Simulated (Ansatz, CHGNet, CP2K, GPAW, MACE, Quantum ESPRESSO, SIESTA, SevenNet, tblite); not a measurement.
**Random packing of Ge88H12 (at. %) (106 atoms): one structure in several programs**

How near do other programs and methods come to a plane-wave reference for random packing of Ge88H12 (at. %) (106 atoms)? A plane-wave run serves as the reference.

Calculated with Quantum ESPRESSO 7.5; Kohn-Sham DFT, PBE, SSSP efficiency 1.3.0 pseudopotentials, plane waves.

## (1) The structure

The cell holds 106 atoms: 93 Ge and 13 H. Cell: a = 12.793 Å, b = 12.793 Å, c = 12.793 Å, α = 90.0°, β = 90.0°, γ = 90.0°. 106 atoms (93 Ge, 13 H) packed at random in a cube at 5.37 g/cm³ and pushed apart as soft spheres; a start for melting by ab initio MD, not an equilibrated structure. Then every atom was moved at random, 0.02 Å r.m.s. a Cartesian component (hydrogen 0.6 of that).

## (2) Plane-wave reference

Input file pw.in:

```
&control
  calculation = 'scf'
  pseudo_dir = './pseudo'
  outdir = './tmp'
  disk_io = 'none'
  tprnfor = .true.
  tstress = .true.
/
&system
  ibrav = 0
  nat = 106
  ntyp = 2
  ecutwfc = 45
  ecutrho = 360
  nosym = .true.
  occupations = 'smearing'
  smearing = 'fd'
  degauss = 0.003675
/
&electrons
  conv_thr = 5.3e-07
  electron_maxstep = 100
  mixing_beta = 0.2
  mixing_mode = 'local-TF'
  diagonalization = 'david'
/
ATOMIC_SPECIES
Ge 72.630 Ge.upf
H 1.008 H.upf
CELL_PARAMETERS angstrom
12.79340 0.00000 0.00000
0.00000 12.79340 0.00000
0.00000 0.00000 12.79340
ATOMIC_POSITIONS crystal
Ge 0.43789 0.21142 0.30771
Ge 0.63750 0.51133 0.23205
Ge 0.97510 0.00002 0.11763
Ge 0.92511 0.47815 0.12389
Ge 0.40577 0.95093 0.40123
Ge 0.57192 0.37876 0.71556
Ge 0.35986 0.83384 0.90923
Ge 0.08752 0.02087 0.60428
Ge 0.38517 0.12131 0.66301
Ge 0.25301 0.04792 0.54663
Ge 0.08200 0.72165 0.83174
Ge 0.38533 0.27225 0.81933
[... 90 atom lines left out ...]
H 0.09694 0.20307 0.12432
H 0.93752 0.58098 0.85621
H 0.42612 0.86490 0.55210
H 0.26508 0.67832 0.89295
K_POINTS gamma
```

Command:

```console
> OMP_NUM_THREADS=1 mpirun -np 4 pw.x -in pw.in > output.txt
```

The log of the run:

```text
Program PWSCF
     gamma-point specific algorithms are used
     one sub-group per band group will be used
     scalapack distributed-memory algorithm (size of sub-group:  2*  2 procs)
     Parallelization info
     sticks:   dense  smooth     PW     G-vecs:    dense   smooth      PW
     Min        4181    2087    522               407187   143960   18089
     Max        4184    2092    527               407190   143962   18090
     Sum       16729    8357   2093              1628755   575843   72359
     bravais-lattice index     =            0
     lattice parameter (alat)  =      24.1760  a.u.
     unit-cell volume          =   14130.4027 (a.u.)^3
     number of atoms/cell      =          106
     number of atomic types    =            2
     number of electrons       =      1315.00
[... lines left out ...]
     scf convergence threshold =      5.3E-07
[... lines left out ...]
     number of k points=     1  Fermi-Dirac smearing, width (Ry)=  0.0037
[... lines left out ...]
     total energy              =  -19878.95660201 Ry
[... lines left out ...]
     total energy              =  -19878.49162063 Ry
[... lines left out ...]
     total energy              =  -19878.65068069 Ry
[... lines left out ...]
     total energy              =  -19878.65482782 Ry
[... lines left out ...]
     total energy              =  -19878.65482854 Ry
[... lines left out ...]
   -16.7695 -16.7205 -16.7029 -16.6772 -16.6682 -16.6665 -16.6645 -16.6557
   -16.6535 -16.6449 -16.6307 -16.6293 -16.6182 -16.6144 -16.6134 -16.6025
   -16.6023 -16.5983 -16.5822 -16.5803 -16.5733 -16.5693 -16.5673 -16.5574
[...]
12.9950  13.0483  13.0937  13.1032  13.1414  13.1914  13.2700  13.3061
    13.3528  13.3938  13.4557  13.5395  13.5722  13.5872  13.6299  13.6953
    13.7318  13.7708  13.7889  13.8539  13.9187  13.9367
     the Fermi energy is     8.4770 ev
!    total energy              =  -19878.65483037 Ry
     estimated scf accuracy    <       0.00000010 Ry
     smearing contrib. (-TS)   =      -0.03215148 Ry
     internal energy E=F+TS    =  -19878.62267889 Ry
     The total energy is F=E-TS. E is the sum of the following terms:
     one-electron contribution =  -14040.49081298 Ry
     hartree contribution      =    8235.84346784 Ry
     xc contribution           =   -5429.65901616 Ry
     ewald contribution        =   -8644.31631759 Ry
     convergence has been achieved in  12 iterations
     Forces acting on atoms (cartesian axes, Ry/au):
     atom    1 type  1   force =     0.00862587   -0.03140895    0.03551738
     atom    2 type  1   force =     0.00284299   -0.00274937    0.00242552
     atom    3 type  1   force =    -0.01049617    0.02507022   -0.04521153
[...]
atom  105 type  2   force =    -0.00670971    0.01372741   -0.02751468
     atom  106 type  2   force =     0.00181575    0.01758284   -0.00636858
     Total force =     0.885868     Total SCF correction =     0.001313
     Computing stress (Cartesian axis) and pressure
          total   stress  (Ry/bohr**3)                   (kbar)     P=       81.20
   0.00051043  -0.00005226   0.00004688           75.09       -7.69        6.90
  -0.00005226   0.00059800  -0.00003874           -7.69       87.97       -5.70
   0.00004688  -0.00003874   0.00054759            6.90       -5.70       80.55
     Message from routine punch:
     Nothing written, as per user request (disk_io='none')
```

Elapsed: 8.5 min, on 4 MPI ranks of Arm Neoverse V2, shared host; peak memory 7.6 GiB; 34 min of CPU time.

Banners, paths, timers and routine set-up lines are dropped from the logs unmarked, and long logs keep their key lines alone; longer cuts are marked.

Numbers from this run:

| Quantity | Value |
| --- | --- |
| r.m.s. force component | 1.277 eV/Å |
| longest force | 5.403 eV/Å |
| pressure | 8.12 GPa |

## (3) Local order

Pair distribution functions g(r), in bins of 0.2 Å:

| r (Å) | total | Ge-Ge | Ge-H | H-H |
| --- | --- | --- | --- | --- |
| 2.10 | 0.03 | 0.00 | 0.15 | 0.00 |
| 2.30 | 2.06 | 1.98 | 2.21 | 3.74 |
| 2.50 | 1.59 | 1.51 | 1.99 | 0.00 |
| 2.70 | 1.14 | 1.29 | 0.66 | 0.00 |
| 2.90 | 1.20 | 1.19 | 1.22 | 1.20 |
| 3.10 | 1.27 | 1.24 | 1.48 | 0.00 |
| 3.30 | 0.92 | 0.91 | 1.01 | 0.00 |
| 3.50 | 0.97 | 1.01 | 0.90 | 0.00 |
| 3.70 | 1.04 | 1.06 | 1.01 | 0.00 |
| 3.90 | 0.94 | 0.98 | 0.69 | 2.00 |
| 4.10 | 0.79 | 0.75 | 0.81 | 2.90 |
| 4.30 | 0.94 | 0.91 | 1.04 | 1.06 |
| 4.50 | 0.84 | 0.81 | 0.95 | 0.51 |
| 4.70 | 0.97 | 1.01 | 0.85 | 0.89 |
| 4.90 | 1.10 | 1.09 | 1.18 | 0.42 |
| 5.10 | 1.08 | 1.09 | 1.02 | 1.52 |
| 5.30 | 1.05 | 1.03 | 1.06 | 1.75 |
| 5.50 | 1.00 | 1.04 | 0.91 | 0.66 |
| 5.70 | 1.07 | 1.06 | 1.15 | 0.59 |
| 5.90 | 0.95 | 0.99 | 0.85 | 0.28 |
| 6.10 | 1.00 | 1.02 | 1.00 | 0.53 |
| 6.30 | 1.00 | 0.99 | 0.97 | 1.98 |

## (4) The ladder

The programs:
- CHGNet: machine-learned potential, published weights.
- CP2K 2026.2: Gaussian basis with GTH pseudopotentials and a plane-wave density; labels give functional, basis (MOLOPT sets; SR short-range, UZH the newer set with its own potentials), grid cutoff/relative cutoff and solver (OT: orbital transformation; TRS4, TC2, SIGN: linear-scaling purification with its sparsity filter), or its built-in tight binding.
- GPAW 26.7.0: PAW with atomic orbitals (LCAO), plane waves or a real-space grid of spacing h.
- MACE: machine-learned potential, published weights.
- SIESTA 5.4.2: numerical atomic orbitals, whose automatically made sets are far from complete, with PseudoDojo norm-conserving potentials that we converted to its format (checked against plane waves on the same files for H, C, O, Si, Ge and Ca alone); labels give functional, basis size, energy shift and mesh cutoff.
- SevenNet: machine-learned potential, published weights.

All use the same cell and atoms; the electronic-structure runs use the same k-mesh, and an electronic temperature of 580 K (0.05 eV) where levels are smeared.

Differences are against the plane-wave reference, forces as r.m.s. over components; share is that over the reference's r.m.s. force, slope the least-squares factor from reference forces to these. Total energies of different programs have different zeros and aren't compared.

| run | Δ force, r.m.s. (meV/Å) | share (%) | slope | Δ pressure (GPa) | cores | CPU time | memory (GiB) |
| --- | --- | --- | --- | --- | --- | --- | --- |
| reference | - | - | - | - | 4 | 34 min | 7.6 |
| CHGNet r2SCAN potential | 682 | 53.4 | 0.509 | -4.91 | 1 | 3.1 s | 0.94 |
| CP2K PBE, DZVP-MOLOPT-SR, 225/50 Ry, diagonalisation (coarse) | 101 | 7.93 | 1.019 | 0.333 | 2 | 2.9 min | 1.6 |
| CP2K PBE, DZVP-MOLOPT-SR, 450/50 Ry, diagonalisation | 101 | 7.93 | 1.019 | 0.333 | 2 | 4.3 min | 4.0 |
| CP2K PBE, SZV-MOLOPT-SR, 450/50 Ry, diagonalisation (coarse) | 431 | 33.8 | 1.131 | 1.55 | 1 | 3.1 min | 3.8 |
| CP2K PBE, TZV2P-MOLOPT (SR for Ge), 450/50 Ry, diagonalisation | 40.6 | 3.18 | 1.020 | 0.801 | 4 | 9.7 min | 13 |
| CP2K PBEsol, PBE potentials, DZVP-MOLOPT-SR, 450/50 Ry, diagonalisation | 118 | 9.27 | 1.047 | -0.785 | 2 | 4.4 min | 4.1 |
| GPAW PBE, LCAO dzp, h 0.15 Å | 183 | 14.3 | 1.136 | - | 2 | 12 min | 4.6 |
| GPAW PBE, LCAO dzp, h 0.2 Å | 184 | 14.4 | 1.137 | - | 1 | 5.6 min | 2.0 |
| MACE MPA-0 medium potential | 204 | 16.0 | 1.023 | -0.156 | 1 | 7.1 s | 1.0 |
| SIESTA PBE, DZ, shift 0.01 Ry, mesh 300 Ry (coarse) | 409 | 32.0 | 1.260 | 2.59 | 1 | 4.3 min | 1.3 |
| SIESTA PBE, DZP, shift 0.01 Ry, mesh 300 Ry | 357 | 28.0 | 1.247 | 3.22 | 2 | 12 min | 2.5 |
| SIESTA PBE, SZ, shift 0.01 Ry, mesh 300 Ry (coarse) | 936 | 73.3 | 1.676 | 10.5 | 1 | 2.8 min | 1.0 |
| SIESTA PBE, TZP, shift 0.01 Ry, mesh 300 Ry | 325 | 25.4 | 1.227 | 2.58 | 2 | 16 min | 2.9 |
| SevenNet l3i5 potential | 279 | 21.8 | 1.035 | 0.464 | 1 | 8.4 s | 1.3 |

Rows marked coarse were listed beforehand as settings not expected to be converged; some can still land near the reference.

Times of the machine-learned potentials are mostly Python's start and the loading of weights.

CPU time is summed over cores on a shared host, where runs went side by side, so it is rough. Symmetry, cutoffs, thresholds, outputs and thread counts weren't matched or tuned between programs; memory under MPI is the largest rank's times the ranks.

Left out of this page: tblite IPEA1-xTB (killed or ended with an error).

Runs without a result: CP2K GFN1-xTB, diagonalisation (not converged, the SCF not settling); tblite GFN2-xTB (not converged); SIESTA PBE, DZP, shift 0.001 Ry, mesh 300 Ry (cut off at its time limit of 16 min).

Mean charges by element (e), by run and scheme:

| run | scheme | Ge | H |
| --- | --- | --- | --- |
| CP2K PBE, DZVP-MOLOPT-SR, 450/50 Ry, diagonalisation | Mulliken | -0.01 | +0.10 |
| CP2K PBE, TZV2P-MOLOPT (SR for Ge), 450/50 Ry, diagonalisation | Mulliken | +0.01 | -0.06 |
| CP2K PBEsol, PBE potentials, DZVP-MOLOPT-SR, 450/50 Ry, diagonalisation | Mulliken | -0.02 | +0.13 |
| SIESTA PBE, DZP, shift 0.01 Ry, mesh 300 Ry | Hirshfeld | +0.02 | -0.11 |
| SIESTA PBE, TZP, shift 0.01 Ry, mesh 300 Ry | Hirshfeld | +0.02 | -0.11 |

Within one program, basis, potentials and functional, energies share a zero. Each run against its twin at the usual cutoff or grid and solver:

| run | twin | Δ energy (meV/atom) | Δ force, r.m.s. (meV/Å) | CPU time over the twin's |
| --- | --- | --- | --- | --- |
| CP2K PBE, DZVP-MOLOPT-SR, 225/50 Ry, diagonalisation | DZVP-MOLOPT-SR, 450/50 Ry, diagonalisation | 0.0024 | 4.53 | 0.66 |
| GPAW PBE, LCAO dzp, h 0.15 Å | LCAO dzp, h 0.2 Å | -8.31 | 8.41 | 2.1 (this twin ran on 1 cores) |

## (5) What came out

| Property | Result |
| --- | --- |
| reference r.m.s. force component | 1.28 eV/Å |
| nearest in forces | CP2K PBE, TZV2P-MOLOPT (SR for Ge), 450/50 Ry, diagonalisation, 3.2 % |
| farthest in forces | SIESTA PBE, SZ, shift 0.01 Ry, mesh 300 Ry (coarse), 73 % |
| cheapest electronic-structure run beside the reference | SIESTA PBE, SZ, shift 0.01 Ry, mesh 300 Ry, 2.8 min of CPU time |

What this shows: The PBE runs in local orbitals, coarse settings apart, differ by 3.2 % (CP2K PBE, TZV2P-MOLOPT (SR for Ge), 450/50 Ry, diagonalisation) to 28 % (SIESTA PBE, DZP, shift 0.01 Ry, mesh 300 Ry); basis, grid and potentials can all enter. Machine-learned potentials differ by 16 % (MACE MPA-0 medium potential) to 53 % (CHGNet r2SCAN potential); they were trained on other programs' data, some at another functional. Rows with another functional or a dispersion term differ by 9.3 % (CP2K PBEsol, PBE potentials, DZVP-MOLOPT-SR, 450/50 Ry, diagonalisation), which mixes the change of model with differences of basis and potentials, some of them made for another functional. Runs with settings chosen to be coarse differ by 7.9 % (CP2K PBE, DZVP-MOLOPT-SR, 225/50 Ry, diagonalisation) to 73 % (SIESTA PBE, SZ, shift 0.01 Ry, mesh 300 Ry), their programs' other errors included. Of the electronic-structure runs that take under half the reference's CPU time, CP2K PBE, TZV2P-MOLOPT (SR for Ge), 450/50 Ry, diagonalisation comes nearest, at 3.2 % in 9.7 min against 34 min. SIESTA PBE, SZ, shift 0.01 Ry, mesh 300 Ry stiffens the forces by a factor of 1.68 while following their directions (correlation 0.986); the slopes of the 4 SIESTA runs lie between 1.23 and 1.68; the difference isn't even, but is largest on one element. In pressure, SIESTA PBE, SZ, shift 0.01 Ry, mesh 300 Ry misses by +10.5 GPa, at the same functional. Charges hang on scheme and program or settings: among these rows the mean for H runs from -0.11 to +0.13 e, even in sign. In the reference: levels near the Fermi energy are neither full nor empty under the smearing, so no gap is quoted. The potentials hold different valence shells: 1315 electrons in the reference, 385 in CP2K with SZV-MOLOPT-SR and 385 in GPAW; this bears on time and differences. GPAW's setups keep the filled d shell of Ge in the core. The reference's pressure holds the uncorrected Pulay stress of its 45 Ry basis, so small pressure differences, and their order, may be the reference's own error. The electron count is odd in these runs, and they have no spin polarisation, so the unpaired electron is spread evenly over both spins. Machine-learned potentials mimic data converged in k, so the reference's own k-point error enters their differences. The reference's pressure of 8.1 GPa belongs to a cell and atoms that aren't relaxed at this level. The electronic-structure runs sample only Γ, in a cell whose shortest periodic width is 13 Å, which is coarse for a cell with partly filled levels.

[Also dropped from logs without a mark: logging warnings of Python, and SIESTA's first energy breakdown and zero terms.]

[Logs are printed without paths, hosts, clocks, repeated set-up lines and the standing remarks that a program may print on its own settings, such as how far it seeks lower states.]

[Hosts, paths, dates, database ids (printed as entryN), source tags and the programs' standing remarks are cut or masked in the printed files.]
